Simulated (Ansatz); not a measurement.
# Br on Si(111): dipole against coverage (PBE)

Does each added Br group shift the ionisation potential of Si(111) by the same amount?

All values are computed: Ansatz 0.2.0, PBE, plane waves, scalar-relativistic unless marked; slabs or sheets with vacuum, the vacuum level from the planar mean of the electrostatic potential.

| groups in the 2×2 cell | upper less lower face (eV) | dipole a group, less that of H (D) |
| --- | --- | --- |
| 1 | +0.48 | -0.65 |
| 2 | +0.67 | -0.45 |
| 3 | +0.77 | -0.35 |
| 4 | +0.80 | -0.27 |

If dipoles simply added, 4 groups would give 4/1 × +0.48 = +1.92 eV; the run gives +0.80 eV, 42 % of that. Parallel dipoles sit in each other's field, which opposes them, so each shrinks as the layer fills.

Dipoles by ΔΦ = −μ/(ε₀A), with μ the dipole of one cell along the outward normal; in working units μ (D) = −ΔΦ (eV) × A (Å²) / 37.7.
